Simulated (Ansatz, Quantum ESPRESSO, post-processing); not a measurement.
# Ballistic transmission: vacuum gap of 7.0 Å between two Pb(100) faces, part 4 of 4

Aim: the zero-bias transmission with pwcond for this junction: vacuum gap of 7.0 Å between two Pb(100) faces.

Quantum ESPRESSO 7.5; plane-wave DFT, PBEsol, GBRV ultrasoft pseudopotentials; cross-check by Ansatz 0.2.0 with PAW datasets.

So far. Step 2 (SCF with pw.x): The run needed 10 iterations to bring the estimated error under 1e-07 Ry; the largest force on any atom, held or free, is 0.40 eV/Å. Step 3 (Transmission with pwcond.x): At no point does T exceed the number of channels.

**5. The same in Ansatz**

A second code with its own PAW datasets, on the same atoms.

Level of this step: plane-wave DFT, PBEsol, Ansatz PAW (Ansatz 0.2.0).

Input file input.yaml:

```yaml
crystal:
  lattice:
    - [3.5567471094, 0.0, 0.0]
    - [0.0, 3.5567471094, 0.0]
    - [0.0, 0.0, 34.665]
  atoms:
    - { symbol: Pb, position: [0.0, 0.0, 0.0] }
    - { symbol: Pb, position: [0.5, 0.5, 0.072551565] }
    - { symbol: Pb, position: [0.0, 0.0, 0.14510313] }
    - { symbol: Pb, position: [0.5, 0.5, 0.2176546949] }
    - { symbol: Pb, position: [0.0, 0.0, 0.2902062599] }
    - { symbol: Pb, position: [0.5, 0.5, 0.3627578249] }
    - { symbol: Pb, position: [0.0, 0.0, 0.5646906101] }
    - { symbol: Pb, position: [0.5, 0.5, 0.6372421751] }
    - { symbol: Pb, position: [0.0, 0.0, 0.7097937401] }
    - { symbol: Pb, position: [0.5, 0.5, 0.7823453051] }
    - { symbol: Pb, position: [0.0, 0.0, 0.85489687] }
    - { symbol: Pb, position: [0.5, 0.5, 0.927448435] }
kpoints:
  mp_grid: { grid: [7, 7, 1] }
hamiltonian:
  xc: pbesol
scf:
  occupations: { method: fermi_dirac, width: 0.1 }
  convergence: { dr2_threshold: 1.0e-08 }
output:
  transmission: { leads: [[0, 2]], e_range: [-0.4, 0.4], de: 0.4, kmesh: [10, 10] }
  write_potential: true
  write_density: true
  volumetric_format: npy
```

Started as:

```sh
> ansatz run input.yaml --threads 4 --pin off --max-ram 8192MiB --backend cpu --events-out ev --progress --plain --runs-dir out
```

Numbers of over 12 decimals in the logs are rounded to 6 here.

The program printed:

```text
Engine: ansatz 0.2.0, aarch64-unknown-linux-gnu
Pseudopotentials: kind: paw
Pseudopotential: Pb, paw, valence charge 14, recommended cutoff 420 eV (normal), Pb.paw.azcp
Functional definition: PBEsol
  exchange = pbesol_x
  correlation = pbesol_c
Crystal: 12 atoms, lattice volume = 438.528 Å³
Basis set: ecut = 420 eV, 8551 PW (Γ)
Bands: 101, of which v1, the nominal top of the filled ones, is band 84 counted from 1 (83 counted from 0)
Symmetry: 16 space group operations
Space group: P4/nmm (ITA 129), of the structure as read, at distance tolerance 7.6e-5 Å
k-points: 10 of 49
Non-local potential: Pb, projectors of the file, l = 0: 2, l = 1: 2, l = 2: 2, l = 3: 2
PAW form: soft (Blöchl's): semilocal exchange-correlation on the pseudo side does not see the compensation charge
PAW frozen core: Pb, regenerated for the run's functional, and the local potential with it (the file was generated under x = pbe(κ = 0.804, μ = 0.219515), c = pbe(β = 0.066725))
PAW one-centre angular grid: Pb, 590 points (default); XC on 64 Gauss nodes
Initial density: superposition of atomic densities (neutral atoms: chi_scale 0, normalization atom), corrected by the library's trained network
Initial wavefunctions: pseudopotential atomic-orbital guess
Functional: x = pbesol(κ = 0.804, μ = 0.123457), c = pbesol(β = 0.046)
SCF iter   1: F=—  HF=-141058.501521 eV  |F-HF|=—  |Δ(HF+E_count)|=         —  Δρ=2.07e-3  dr2=3.78e-1  ethr=1.77e-3  ⟨swp⟩=7.1  Hψ=4164  notcnv=0
preconditioner: auto → LDOS  [metal: Δε(μ)=0.026 eV  Ē_g=15.749 eV  σ=0.100 eV  W_gap=0.07  n_scr=92 (ndim 8)  ℏωp=23.0 eV  f_vac=0.109  D(μ)=7.49/eV (n_scr^D=18)  β→1.0]
SCF iter   2: F=—  HF=-141058.496996 eV  |F-HF|=—  |Δ(HF+E_count)|=   4.53e-3  Δρ=9.81e-4  dr2=8.16e-3  ethr=2.25e-4  ⟨swp⟩=1.5  Hψ=1202  notcnv=0  defer=10
SCF iter   3: F=—  HF=-141058.496101 eV  |F-HF|=—  |Δ(HF+E_count)|=   8.95e-4  Δρ=5.15e-4  dr2=1.54e-3  ethr=4.86e-6  ⟨swp⟩=2.0  Hψ=1814  notcnv=0  defer=10
SCF iter   4: F=—  HF=-141058.495647 eV  |F-HF|=—  |Δ(HF+E_count)|=   4.54e-4  Δρ=5.72e-5  dr2=3.25e-5  ethr=9.14e-7  ⟨swp⟩=2.0  Hψ=1814  notcnv=0  defer=10
SCF iter   5: F=—  HF=-141058.495634 eV  |F-HF|=—  |Δ(HF+E_count)|=   1.30e-5  Δρ=1.93e-5  dr2=3.07e-6  ethr=1.93e-8  ⟨swp⟩=2.0  Hψ=1841  notcnv=0  defer=10
SCF iter   6: F=—  HF=-141058.495755 eV  |F-HF|=—  |Δ(HF+E_count)|=   1.21e-4  Δρ=4.49e-6  dr2=1.52e-7  ethr=1.83e-9  ⟨swp⟩=3.0  Hψ=1873  notcnv=0  defer=10
SCF iter   7: F=—  HF=-141058.495755 eV  |F-HF|=—  |Δ(HF+E_count)|=   1.77e-8  Δρ=1.24e-6  dr2=1.43e-8  ethr=5.95e-12  ⟨swp⟩=9.1  Hψ=4312  notcnv=0
SCF iter   8: F=-141058.495755 eV  HF=-141058.495755 eV  |F-HF|=2.01e-9  |Δ(HF+E_count)|=   2.65e-9  Δρ=4.14e-7  dr2=2.46e-9  ethr=5.95e-12  ⟨swp⟩=2.9  Hψ=2006  notcnv=0
SCF 1 converged in 8 iterations: F = -141058.495755 eV  dr2 = 2.46e-9
  greatest PAW one-centre occupation: 0.979 electrons in one spin orbital (limit 2), on the Pb atom at site 6 (counted from 0), in its partial waves of l = 2
transmission: 102 of 924 steps passed
transmission: 190 of 924 steps passed
[...]
transmission: 924 of 924 steps passed
WARN: The input density's exchange-correlation potential varies sharply where the density is thin. Do not read a vacuum level from v_tot or v_xc, or from such a field of the output density. On a cell that repeats whose density bears no net charge and no dipole along the vacuum's axis use v_es (v_loc + v_h of the components); under efield.dipole_correction with no amplitude use v_es + v_field, which holds any external [...]
SCF converged after 8 iterations
Free energy (F): -141058.495755 eV
Harris-Foulkes:  -141058.495755 eV  (|F-HF|=2.01e-9)
Internal energy: -141058.256566 eV  (E = F + TS)
E sigma→0 (E₀):  -141058.376161 eV
Entropy (-TS):   -0.239189 eV (-19.932 meV/atom)
Fermi energy:    8.333174 eV
--- Per-component energies (eV) ---
  E_band       = -872.786934
  E_kinetic    = 3458.268863
  E_local      = -32780.447462  (includes V_loc(G=0)·N_el)
  E_nonlocal   = 4219.255364
  E_hartree    = 14918.748194
  E_xc         = -2623.179076
  E_vxc        = -1586.235200  (∫ρ·V_xc dr)
  E_paw        = -123065.615988  (= ΣΔE_a)
  E_vpaw       = -4021.131075  (= ΣTr[D̂ρ^β])
  E_aug_tail   = 0.000558  (compensation charges beyond the density's cutoff)
  E_ewald      = -5186.032418
  E_core_change = 0.745399  (= ΣΔE_core)
  E_smearing   = -0.239189  (= −TS)
  E_closure    = 0.000000  (closes the sum)
  Σ components = -141058.495755   (vs F -141058.495755, Δ=0.00e0)
--- Band table (eV; the first three rows and the last of 10) ---
  k-point 0: bands = [... 80 lower, 10.3374, 10.4663, 10.4663, 10.7044, 10.7044, 11.0378, 11.0378, 11.2715, ... 13 higher]
  k-point 1: bands = [... 80 lower, 8.9766, 9.3867, 9.5627, 10.0253, 10.1373, 10.6278, 10.7501, 10.7516, ... 13 higher]
  k-point 2: bands = [... 80 lower, 7.4784, 7.5842, 8.1515, 8.3700, 8.8804, 9.2589, 9.7108, 10.0331, ... 13 higher]
  k-point 9: bands = [... 80 lower, 6.4915, 6.5088, 6.6906, 6.9434, 6.9719, 7.2728, 7.5032, 7.6745, ... 13 higher]
--- Transmission ---
  basis      : 109 plane waves across, 44 finite elements along
  points     : 21, standing for a mesh of 10 x 10
  energies   : 3 from -0.400000 to 0.400000 eV about the Fermi level, 0.400000 eV apart; the leads are filled to 0.000000 eV, and channels, transmission and decay are at 0.000000 eV
  crystal 0  : Pb2, at the sites [0, 2], period 5.0300 Å, over 30.18 Å; its Hamiltonian steps by up to 57.1 meV: too much for a lead, lay more layers or, if its atoms are ordered, name the step of that order
    offset         : up to 0.0000 Å between an atom of the period and one for which it stands
    channels       : 1.630000e0 a spin
    conductance    : none, the energies end too early or step too widely for 300 K: set another output.transmission.e_range or a lower de, or, where they end at an eighth of basis.ecutwfc, a higher one
    slowest decay  : 0.0713 /Å at (0.5000, 0.0000)
  junction   : crystal 0 to crystal 0, -0.56 to 29.08 Å
    transmission   : 5.326413e-3 a spin
    conductance    : none, the energies end too early or step too widely for 300 K: set another output.transmission.e_range or a lower de, or, where they end at an eighth of basis.ecutwfc, a higher one
```

Wall time 30 s (4 threads of Arm Neoverse V1, shared host); peak memory 1.3 GiB; 1.8 min of CPU time.

Read from the output:

| Property | Result |
| --- | --- |
| free energy | -141058.4958 eV |
| energy at zero smearing | -141058.3762 eV |
| smearing term TS | 0.2392 eV |
| Fermi energy | 8.333 eV |
| symmetry operations | 16 |
| transmission at the Fermi level, one spin | 0.005326 |
| lead channels at the Fermi level, one spin | 1.63 |
| step of the lead's Hamiltonian over a period | 57.1 meV |

Per spin; mean over the k mesh across the current. Transmission, zone mean against energy, zero at the Fermi level:

```csv
energy (eV),"transmission, zone mean"
-0.400,0.00380
0.000,0.00533
0.400,0.00710
```

Per spin; mean over the k mesh across the current. Table of open channels, zone mean by energy, zero at the Fermi level:

```csv
energy (eV),"open channels, zone mean"
-0.400,1.55
0.000,1.63
0.400,1.61
```

Ansatz finds T = 0.00533 against pwcond's 0.00552.

**6. All levels side by side**

All levels:

```csv
step,T at the Fermi level (per spin),conductance (G0),r.m.s. T(E) from the first,CPU time of the step (s),peak memory (GiB)
Ansatz,0.005326,-,0,110.9,1.286
pwcond,0.00552,0.00552,1.17e-4,537.5,0.29
"pwcond, changed setting",0.005477,0.005477,1.49e-4,430.5,0.28
```

Per spin; mean over the k mesh across the current. Table of transmission, zone mean by energy, zero at the Fermi level:

```csv
energy (eV),Ansatz,pwcond,"pwcond, changed setting"
-0.400,0.00380,0.00379,0.00401
0.000,0.00533,0.00552,0.00548
0.400,0.00710,0.00704,0.00710
```

**7. By hand**

The Landauer sum over the mesh, Σ w T = 0.0800 × 0.0104 + 0.0400 × 0.0204 + 0.0400 × 0.019 + … = 0.005520.

G = 0.00552 × 77.48 µS = 0.428 µS a cell. Times the area of 12.650 Å², the resistance-area product is A/G = 296 fΩ m², the leads' contact resistance included.

Free electrons at 4 an atom (2 atoms in 63.6 Å³) have k_F = 1.550 1/Å and offer A k_F²/4π = 2.42 channels per spin; the lead has 1.63 on this mesh.

**8. Summary of results**

```
conductance from T at the Fermi level, a cell (G₀ = 2e²/h) : 0.00552 G₀
conductance per area                                       : 3.38 S/μm²
lead channels per spin                                     : 1.63
the same conductance by Ansatz                             : 0.00533 G₀
```

In words: The junction conducts 0.00552 G₀ a cell at the Fermi level (PBEsol, GBRV ultrasoft). At the Fermi level the junction passes 0.34 % of what the leads offer, the tunnelling regime. At the Fermi level pwcond and Ansatz differ by 3.6 %, a close match. Ansatz finds a step of 57 meV across the lead's period inside the junction cell: the lead is too short to be bulk-like, which bears on both codes. Points with over 2.5 times the mean carry 33 % of T, so the mean leans on few points, and the mesh was not tested. Over -0.4 to 0.4 eV, T lies between 0.0038 and 0.0070 per spin. The geometry is as built, not relaxed, and the leads are short. Semilocal functionals lack the image potential in a vacuum gap. Spin-orbit coupling is left out; depending on the atoms that carry the levels of interest, it can split and shift them by tenths of an eV to an eV or more.

[Logs are printed without paths, hosts, clocks, repeated set-up lines and the standing remarks that a program may print on its own settings, such as how far it seeks lower states.]

[Hosts, paths, dates, database ids (printed as entryN), source tags and the programs' standing remarks are cut or masked in the printed files.]

[Maps of the electrostatic potential energy from Ansatz leave out the sawtooth potential of an applied field or a dipole correction, so their vacuum need not be flat; planar profiles and work functions include it.]
